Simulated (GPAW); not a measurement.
# Near-edge structure at the B K edge of AgB2 (P6/mmm), part 2 of 2

What does one-electron theory with a core hole give for the B K edge of AgB2 (P6/mmm)?

GPAW 26.7.0; X-ray absorption from dipole matrix elements to empty bands, plane-wave PAW PBE.

So far. Step 2 (Ground state of the crystal): The mesh shows no gap, so the system is treated as a metal and the core electron is put at the Fermi level (neutral cell). Step 3 (Spectrum without a core hole, B atom 2): Main maxima below 24 eV (height): 0.4 eV (0.51), 7.1 eV (1.13), 10.0 eV (1.31), 15.3 eV (1.41) and 18.1 eV (1.57). A K edge sees empty p states on the absorber.

## Step 5: Spectrum with XCH, B atom 2

The holes are 6.1 Å apart. In GPAW the data set carries the hole's charge, so charge=0 means a charged cell and charge=-1 a neutral one. The excited electron is kept in the cell, where it fills the lowest empty states and screens the hole. After the field has converged, empty bands are computed with the density fixed and the dipole matrix elements are summed.

xas.py

```python
import numpy as np
from ase import Atoms
from ase.parallel import parprint, paropen
from gpaw import GPAW, PW, FermiDirac, Mixer, MixerDif, setup_paths
from gpaw.test import gen
setup_paths.insert(0, '.')
gen('B', name='fch1s', xcname='PBE', corehole=(1, 0, 1), write_xml=True)
from gpaw.mpi import world
world.barrier()

atoms = Atoms('Ag9B18',
    cell=[[-4.5, 2.59807621, -3.24],
     [-4.5, -2.59807621, 3.24],
     [0, 5.19615242, 3.24]],
    scaled_positions=[[0, 0, 0],
     [0.33333333, 0.33333333, 0],
     [0.33333333, 0, 0.33333333],
     [0.66666667, 0.66666667, 0],
     [0, 0.66666667, 0.33333333],
     [0.66666667, 0.33333333, 0.33333333],
     [0, 0.33333333, 0.66666667],
     [0.66666667, 0, 0.66666667],
     [0.33333333, 0.66666667, 0.66666667],
     [0.72222222, 0.94444444, 0.27777778],
     [0.05555556, 0.27777778, 0.27777778],
     [0.05555556, 0.94444444, 0.61111111],
     [0.38888889, 0.61111111, 0.27777778],
     [0.72222222, 0.61111111, 0.61111111],
     [0.38888889, 0.27777778, 0.61111111],
     [0.72222222, 0.27777778, 0.94444444],
     [0.38888889, 0.94444444, 0.94444444],
     [0.05555556, 0.61111111, 0.94444444],
     [0.94444444, 0.05555556, 0.38888889],
     [0.27777778, 0.38888889, 0.38888889],
     [0.27777778, 0.05555556, 0.72222222],
     [0.61111111, 0.72222222, 0.38888889],
     [0.94444444, 0.72222222, 0.72222222],
     [0.61111111, 0.38888889, 0.72222222],
     [0.94444444, 0.38888889, 0.05555556],
     [0.61111111, 0.05555556, 0.05555556],
     [0.27777778, 0.72222222, 0.05555556]],
    pbc=True)
atoms.calc = calc = GPAW(legacy_gpaw=True, mode=PW(430), xc='PBE', setups={9: 'fch1s'},
    kpts={'size': (4, 4, 4), 'gamma': True}, occupations=FermiDirac(0.1),
    charge=-1, mixer=Mixer(0.1, 5, 50), maxiter=150,
    convergence={'density': 0.0001}, txt='scf.txt')
energy = atoms.get_potential_energy() + calc.get_reference_energy()
ef = calc.get_fermi_level()
out = dict(energy=energy, fermi=ef, forces=atoms.get_forces().tolist())
parprint(f'all-electron energy {energy:.4f} eV, Fermi level {ef:.4f} eV')
ev = np.array([[calc.get_eigenvalues(k, s) for k in range(len(calc.get_ibz_k_points()))] for s in range(calc.get_number_of_spins())])
out['homo'], out['lumo'], out['counts'] = ev[ev < ef].max(), ev[ev > ef].min(), sorted(set((ev < ef).sum((0, 2)).tolist()))
out['filled'] = (ev[:, 0] < ef).sum(1).tolist()

from ase.units import Ha
from gpaw.xas import dipole_matrix_elements
nb = int(calc.get_number_of_electrons() / 2) + 138
top, nb = nb, nb + 8 + nb // 12
nscf = calc.fixed_density(kpts={'size': (5, 5, 5), 'gamma': True}, nbands=nb,
    convergence={'bands': top, 'eigenstates': 1e-5}, maxiter=60, txt='nscf.txt')
cell = atoms.cell.array
ops = [cell.T @ U.T @ np.linalg.inv(cell.T) for U in nscf.wfs.kd.symmetry.op_scc]
E = np.arange(-6, 34, 0.1)
fwhm = np.interp(E, [4, 25], [0.9, 3.5])
Y, X, zero, highest = 0, 0, 1e9, 1e9
for spin in range(nscf.get_number_of_spins()):
    wfs = nscf.wfs
    A = dipole_matrix_elements(wfs.setups[9])
    eps = np.zeros((wfs.kd.nibzkpts, nb))
    d = np.zeros((3, A.shape[1], wfs.kd.nibzkpts, nb), complex)
    for kpt in wfs.kpt_u:
        if kpt.s == spin and 9 in kpt.P_ani:
            eps[kpt.k] = kpt.eps_n * Ha
            d[:, :, kpt.k] = (kpt.weight * wfs.nspins / 2) ** 0.5 * np.inner(A, kpt.P_ani[9])
    world.sum(eps)
    world.sum(d)
    T = np.einsum('amkn,bmkn->abkn', d, d.conj()).real
    T = sum(np.einsum('ai,ijkn,bj->abkn', R, T, R) for R in ops) / len(ops)
    empty = eps > ef
    zero, highest = min(zero, eps[empty].min()), min(highest, eps[:, top - 1].min())
    lines = [(eps, T, empty)] if spin == 0 else lines + [(eps, T, empty)]
for eps, T, empty in lines:
    f = np.einsum('aakn->akn', T).reshape(3, -1)
    x = eps.ravel() - zero
    w = np.interp(x, E, fwhm) / 2.35482
    g = np.exp(-0.5 * ((E[:, None] - x) / w) ** 2) / (w * (2 * np.pi) ** 0.5)
    Y = Y + (f * empty.ravel()) @ g.T
    X = X + (f * ~empty.ravel()) @ g.T
out.update(E=E.round(2).tolist(), xas=Y.tolist(), xes=X.tolist(), zero=zero, valid=highest - zero, nk=len(eps), nb=nb)
for i in range(0, len(E), 10):
    parprint(f'{E[i]:7.2f}', *(f'{v:10.3e}' for v in Y[:, i]))
import json
with paropen('out.json', 'w') as f:
    json.dump(out, f)
```

Started as:

```bash
$ OMP_NUM_THREADS=1 mpirun -n 4 gpaw python xas.py
```

Numbers of over 12 decimals in the logs are rounded to 6 here.

The program printed:

```text
Input parameters:
  charge: -1
  convergence: {density: 0.0001}
  kpts: {gamma: True,
         size: (4, 4, 4)}
  maxiter: 150
  mixer: {backend: pulay,
          beta: 0.1,
          method: separate,
          nmaxold: 5,
          weight: 50}
  mode: {ecut: 430.0,
         name: pw}
  occupations: {fixmagmom: False,
                name: fermi-dirac,
                width: 0.1}
  setups: {9: fch1s}
  xc: PBE

Initialize ...

[... PAW data sets ...]

Reference energy: -1313224.175056  # eV

Spin-paired calculation

[... convergence settings ...]
Symmetries present (total): 1
  [... symmetry matrices ...]

64 k-points: 4 x 4 x 4 Monkhorst-Pack grid + [1/8,1/8,1/8]
36 k-points in the irreducible part of the Brillouin zone
       k-points in crystal coordinates                weights
   0:     0.00000000    0.00000000    0.00000000          1/64
   1:     0.00000000    0.00000000    0.25000000          2/64
   2:     0.00000000    0.00000000    0.50000000          1/64
   3:     0.00000000    0.25000000   -0.25000000          2/64
   4:     0.00000000    0.25000000    0.00000000          2/64
   5:     0.00000000    0.25000000    0.25000000          2/64
   6:     0.00000000    0.25000000    0.50000000          2/64
   7:     0.00000000    0.50000000    0.00000000          1/64
   8:     0.00000000    0.50000000    0.25000000          2/64
   9:     0.00000000    0.50000000    0.50000000          1/64
          ...
  35:     0.50000000    0.50000000    0.50000000          1/64

Wave functions: Plane wave expansion
  Cutoff energy: 430.000 eV
  Number of coefficients (min, max): 4589, 4619
  Pulay-stress correction: 0.000000 eV/Ang^3 (de/decut=0.000000)
  Using FFTW library
  Wavefunction extrapolation:
    Improved wavefunction reuse through dual PAW basis

Occupation numbers: Fermi-Dirac:
  width: 0.1000  # eV

Eigensolver
   Davidson(niter=2)

Densities:
  Coarse grid: 30*30*30 grid
  Fine grid: 60*60*60 grid
  Total Charge: 0.000000

Density mixing:
  Method: separate
  Backend: pulay
  Linear mixing parameter: 0.1
  old densities: 5
  Width of damping distribution: 1.1
  Damping of long wavelength oscillations: 50

[... Hamiltonian set-up ...]
Number of atoms: 27
Number of atomic orbitals: 180
Number of bands in calculation: 129
Number of valence electrons: 208
Bands to converge: occupied

... initialized

Initializing position-dependent things.

Density initialized from atomic densities
Creating initial wave functions:
  129 bands from LCAO basis set

              B      B

                B
                 AgB    Ag
          B   B   B  B   B
                   Ag Ag
        B   B   B   B  B
              B  Ag     Ag
                  B
           Ag      Ag     Ag
            B       B

Atomic positions and initial magnetic moments

Positions:
   0 Ag     0.000000    0.000000    0.000000    ( 0.0000,  0.0000,  0.0000)
   1 Ag    -3.000000    0.000000   -0.000000    ( 0.0000,  0.0000,  0.0000)
   2 Ag    -1.500000    2.598076   -0.000000    ( 0.0000,  0.0000,  0.0000)
   3 Ag    -6.000000    0.000000    0.000000    ( 0.0000,  0.0000,  0.0000)
   4 Ag    -3.000000   -0.000000    3.240000    ( 0.0000,  0.0000,  0.0000)
   5 Ag    -4.500000    2.598076   -0.000000    ( 0.0000,  0.0000,  0.0000)
   6 Ag    -1.500000    2.598076    3.240000    ( 0.0000,  0.0000,  0.0000)
[...]
24 B     -6.000000    1.732051   -1.620000    ( 0.0000,  0.0000,  0.0000)
  25 B     -3.000000    1.732051   -1.620000    ( 0.0000,  0.0000,  0.0000)
  26 B     -4.500000   -0.866025    1.620000    ( 0.0000,  0.0000,  0.0000)

Unit cell:
           periodic     x           y           z      points  spacing
  1. axis:    yes   -4.500000    2.598076   -3.240000    30     0.2027
  2. axis:    yes   -4.500000   -2.598076    3.240000    30     0.2027
  3. axis:    yes    0.000000    5.196152    3.240000    30     0.2027

  Lengths:   6.123528   6.123528   6.123528
  Angles:   94.592539  85.407461  85.407461

Effective grid spacing dv^(1/3) = 0.2034

iter:   1  -185.411908
iter:   2  -154.399311   -0.90  -1.02
iter:   3  -138.528776   -0.93  -1.15
iter:   4  -136.175869   -1.58  -1.33
iter:   5  -134.481033   -1.98  -1.46
iter:   6  -134.424682   -2.98  -2.03
iter:   7  -134.397915c  -3.21  -2.17
iter:   8  -134.388082c  -4.09  -2.34
iter:   9  -134.384542c  -4.32  -2.61
iter:  10  -134.384157c  -5.39  -3.20
iter:  11  -134.384137c  -5.56  -3.35
iter:  12  -134.384201c  -6.66  -3.49
iter:  13  -134.384123c  -6.28  -3.62
iter:  14  -134.384080c  -7.16  -4.00c
iter:  15  -134.384031c  -7.25  -4.25c
iter:  16  -134.384028c  -8.03c -4.57c

Converged after 16 iterations.

Dipole moment: (-0.721617, -0.416624, 0.408229) |e|*Ang

Energy contributions relative to reference atoms: (reference = -1313224.175056)

Kinetic:       +373.890702
Potential:     -306.613134
External:        +0.000000
XC:            -202.468088
Entropy (-ST):   -0.312709
Local:           +0.962847
SIC:             +0.000000
--------------------------
Free energy:   -134.540383
Extrapolated:  -134.384028

Showing only first 2 kpts
 Kpt  Band  Eigenvalues  Occupancy
  0   102     11.80103    1.86576
  0   103     11.80317    1.86306
  0   104     12.97990    0.00021
  0   105     12.97992    0.00021

  1   102     11.95411    1.50091
  1   103     12.13283    0.66979
  1   104     12.35619    0.10237
[...]
Fermi level: 12.06421

No gap
No difference between direct/indirect transitions

Forces in eV/Ang:
  0 Ag   -0.24065   -0.13894   -0.19268
  1 Ag   -0.00000   -0.07882    0.03175
  2 Ag    0.21516   -0.12422    0.16597
  3 Ag    0.24065   -0.13894   -0.19269
  4 Ag   -0.00000    0.27788   -0.19269
  5 Ag   -0.21516   -0.12422    0.16597
  6 Ag   -0.06826    0.03941    0.03175
[...]
24 B    -0.08034   -0.04631    0.05445
 25 B    -0.00000    1.61744    0.00482
 26 B     0.08034   -0.04631    0.05445
Scalar-relativistic atomic PBE calculation for B (Boron, Z=5)
Core hole in 1s state (1s occupation: 1.0)
300 radial gridpoints.
|------------------------------------------------|
|------------------------------------------------|
[... the atom generator's iteration count ...]

Energy contributions:
-------------------------
Kinetic:      +16.923827
XC:            -2.446370
Potential:    -31.470903
-------------------------
Total:        -16.993446

state      eigenvalue         ekin         rmax
-----------------------------------------------
1s^1.0 :    -8.619813    12.014061        0.202
2s^2.0 :    -0.872538     1.686908        1.272
2p^1.0 :    -0.649578     1.535951        1.118
-----------------------------------------------
(units: Bohr and Hartree)

Generating PAW setup
Kinetic energy of the core from tauc = 12.018096
Cutoffs:
rc(s)=1.200
rc(p)=1.200
rc(d)=1.200
rc(vbar)=1.080
rc(comp)=1.200
rc(nct)=1.200

Kinetic energy of the core states: 12.014061
Charge: 1.0
Core electrons: 1.0
Valence electrons: 3.0
Pseudo-core charge: 0.035742
Shape function alpha=6.944
Pseudo-electron charge 3.043936
state    eigenvalue         norm
--------------------------------
2s(2) :    -0.872538     1.031866
*s    :     0.127462
2p(1) :    -0.649578     0.944462
*p    :     0.350422
*d    :     0.000000
--------------------------------

Diagonalizing with gridspacing h=0.050

state   all-electron     PAW
-------------------------------
2s:      -0.872538    -0.873275
2p:      -0.649578    -0.650581
*d:                   -0.077574
*f:                   -0.014711
-------------------------------
all-electron energy -1313358.5591 eV, Fermi level 12.0642 eV
[...]
31.00  3.205e-04  3.205e-04  3.277e-04
  32.00  3.116e-04  3.116e-04  3.582e-04
  33.00  2.928e-04  2.929e-04  3.837e-04
```

Run time: 12 min. Hardware: 4 MPI ranks of Arm Neoverse V2, shared host; peak memory 1.1 GiB.

The B K spectrum, B atom 2, excited-electron core hole (neutral cell) (energy from the lowest empty level; intensity scaled to a mean of 1 over the first 20 eV; polarised curves are means over the symmetry-equivalent atoms):

```csv
E (eV),isotropic,ε ⊥ c,ε ∥ c
-2.00,0.00,0.00,0.00
-1.25,0.00,0.00,0.00
-0.50,0.05,0.01,0.12
0.25,0.42,0.07,1.12
1.00,0.71,0.04,2.04
1.75,0.89,0.02,2.62
2.50,0.70,0.02,2.05
3.25,0.65,0.03,1.87
4.00,0.59,0.05,1.68
4.75,0.65,0.17,1.59
5.50,0.95,0.75,1.34
6.25,1.52,1.76,1.05
7.00,1.68,2.12,0.79
7.75,1.46,1.86,0.67
8.50,1.41,1.71,0.80
9.25,1.42,1.64,0.98
10.00,1.26,1.41,0.95
10.75,1.03,1.13,0.82
11.50,1.00,1.12,0.76
12.25,1.12,1.25,0.85
13.00,1.22,1.34,0.97
13.75,1.25,1.36,1.04
14.50,1.23,1.37,0.96
15.25,1.16,1.36,0.75
16.00,1.02,1.30,0.48
16.75,0.92,1.24,0.29
17.50,0.86,1.18,0.20
18.25,0.72,0.99,0.18
19.00,0.52,0.68,0.19
19.75,0.35,0.40,0.26
20.50,0.29,0.24,0.38
21.25,0.29,0.18,0.53
22.00,0.32,0.16,0.65
22.75,0.36,0.17,0.73
23.50,0.39,0.20,0.77
24.25,0.43,0.26,0.77
25.00,0.47,0.34,0.73
25.75,0.50,0.41,0.68
26.50,0.54,0.49,0.65
27.25,0.58,0.56,0.62
28.00,0.61,0.61,0.61
```

Main maxima below 24 eV (height): 1.8 eV (0.89), 6.8 eV (1.70) and 13.9 eV (1.25). 

The total-energy difference is 192.45 eV. One term is added: -5.59 eV, since the hole is spin-paired here and a spin-polarised one costs that much less in the free atom (computed apart). The photon energy is then 186.86 eV. The functional leaves an error of a few eV in such absolute values.

## Step 6: Spectrum with FCH, B atom 2

The holes are 6.1 Å apart. In GPAW the data set carries the hole's charge, so charge=0 means a charged cell and charge=-1 a neutral one. The excited electron is left out and a uniform background balances the charge. After the field has converged, empty bands are computed with the density fixed and the dipole matrix elements are summed.

Changed against the first core-hole run: core hole to FCH.

xas.py: that of step 5 with these lines changed.

```diff
@@ -44,3 +44,3 @@
     kpts={'size': (4, 4, 4), 'gamma': True}, occupations=FermiDirac(0.1),
-    charge=-1, mixer=Mixer(0.1, 5, 50), maxiter=150,
+    charge=0, mixer=Mixer(0.1, 5, 50), maxiter=150,
     convergence={'density': 0.0001}, txt='scf.txt')
```

The program printed:

```text
Input parameters:
  convergence: {density: 0.0001}
  kpts: {gamma: True,
         size: (4, 4, 4)}
  maxiter: 150
  mixer: {backend: pulay,
          beta: 0.1,
          method: separate,
          nmaxold: 5,
          weight: 50}
  mode: {ecut: 430.0,
         name: pw}
  occupations: {fixmagmom: False,
                name: fermi-dirac,
                width: 0.1}
  setups: {9: fch1s}
  xc: PBE

Initialize ...

[...]
*p    :     0.350422
*d    :     0.000000
--------------------------------

Diagonalizing with gridspacing h=0.050

state   all-electron     PAW
-------------------------------
2s:      -0.872538    -0.873275
2p:      -0.649578    -0.650581
*d:                   -0.077574
*f:                   -0.014711
-------------------------------
all-electron energy -1313370.5400 eV, Fermi level 11.9453 eV
[...]
32.00  3.136e-04  3.136e-04  3.534e-04
  33.00  2.965e-04  2.966e-04  3.807e-04
[key lines of the parts left out:]
Converged after 17 iterations.
Dipole moment: (-0.719114, -0.415179, 0.415717) |e|*Ang
Free energy:   -146.543912
Fermi level: 11.94533
```

Run time: 13 min. Hardware: 4 MPI ranks; peak memory 1.1 GiB; 50 min of CPU time.

```csv
E (eV),first run,this run
-2.0,0.00,0.00
-1.0,0.00,0.00
0.0,0.27,0.32
1.0,0.71,0.68
2.0,0.87,0.89
3.0,0.70,0.70
4.0,0.59,0.58
5.0,0.70,0.66
6.0,1.34,1.22
7.0,1.68,1.69
8.0,1.42,1.44
9.0,1.43,1.42
10.0,1.26,1.31
11.0,0.99,1.01
12.0,1.07,1.05
13.0,1.22,1.20
14.0,1.25,1.25
15.0,1.19,1.20
16.0,1.02,1.05
17.0,0.90,0.92
18.0,0.78,0.80
19.0,0.52,0.55
20.0,0.32,0.33
21.0,0.29,0.28
22.0,0.32,0.31
23.0,0.37,0.36
24.0,0.42,0.41
25.0,0.47,0.46
26.0,0.52,0.51
27.0,0.57,0.56
28.0,0.61,0.60
```

Against the first run the r.m.s. difference is 3 %. The highest intensity below 16 eV goes from 6.8 eV (1.70) to 6.9 eV (1.69).

The photon energy of the zero moves by -0.03 eV.

## Step 7: With and without the hole

Both curves are counted from their own zero, so only the shift of weight within the empty states shows.

```csv
E (eV),no hole,XCH
-2.0,0.00,0.00
-1.0,0.00,0.00
0.0,0.38,0.27
1.0,0.38,0.71
2.0,0.40,0.87
3.0,0.45,0.70
4.0,0.52,0.59
5.0,0.59,0.70
6.0,0.82,1.34
7.0,1.13,1.68
8.0,1.00,1.42
9.0,1.04,1.43
10.0,1.31,1.26
11.0,1.07,0.99
12.0,1.04,1.07
13.0,1.11,1.22
14.0,1.24,1.25
15.0,1.40,1.19
16.0,1.38,1.02
17.0,1.42,0.90
18.0,1.57,0.78
19.0,1.39,0.52
20.0,0.89,0.32
21.0,0.53,0.29
22.0,0.41,0.32
23.0,0.40,0.37
24.0,0.45,0.42
25.0,0.50,0.47
26.0,0.55,0.52
27.0,0.61,0.57
28.0,0.65,0.61
```

With each curve scaled to its own mean, the area from −2 to 6 eV with the hole is 4.4 against 3.1, and the centre of weight from −1 to 20 eV moves by -1.8 eV: the hole pulls the absorber's empty states down.

## Step 8: Outcome

- absorber and edge: B K, atom 2 of the ground-state input (counted from 1)
- surroundings: 3 B at 1.73 Å (trigonal planar, site symmetry -6m2)
- highest intensity below 16 eV: 6.8 eV above the zero, height 1.70
- photon energy of the zero, with the added terms: 186.9 eV (raw 192.5 eV; uncertain by a few eV)

**Reading.** The B K edge of atom 2, with 3 B at 1.73 Å (trigonal planar, site symmetry -6m2), has its highest intensity of the first 16 eV at 6.8 eV above the zero, near 194 eV in photon energy (uncertain by a few eV), 1.7 times the mean level of the first 20 eV (Gaussian full width 0.9 eV up to 4 eV, rising linearly to 3.5 eV at 25 eV). With each curve scaled to its own mean, the area from −2 to 6 eV with the hole is 4.4 against 3.1, and the centre of weight from −1 to 20 eV moves by -1.8 eV: the hole pulls the absorber's empty states down. Changing the core hole to FCH alters the shape by 3 % r.m.s., so the result is insensitive to this choice. At the B K edge of atom 2 polarisation matters most near 1.8 eV, where the curves differ by 2.6 on this scale. The holes are only 6.1 Å apart, so the shape is probably not converged with cell size; no larger cell was run here. The structure is a published determination, not relaxed.

[Banner, clock and machine lines of the logs are left out without a mark of their own.]

[Logs are printed without paths, hosts, clocks, repeated set-up lines and the standing remarks that a program may print on its own settings, such as how far it seeks lower states.]

[Hosts, paths, dates, database ids (printed as entryN), source tags and the programs' standing remarks are cut or masked in the printed files.]

[Lists of maxima count a maximum above −3 eV only where it reaches 4 % of the highest in the window and stands out from its surroundings by 2 % of it (1.5 % where it reaches 55 %); shoulders and weaker maxima are passed over, and of the rest the first, up to two pre-edge ones and the few strongest are named.]
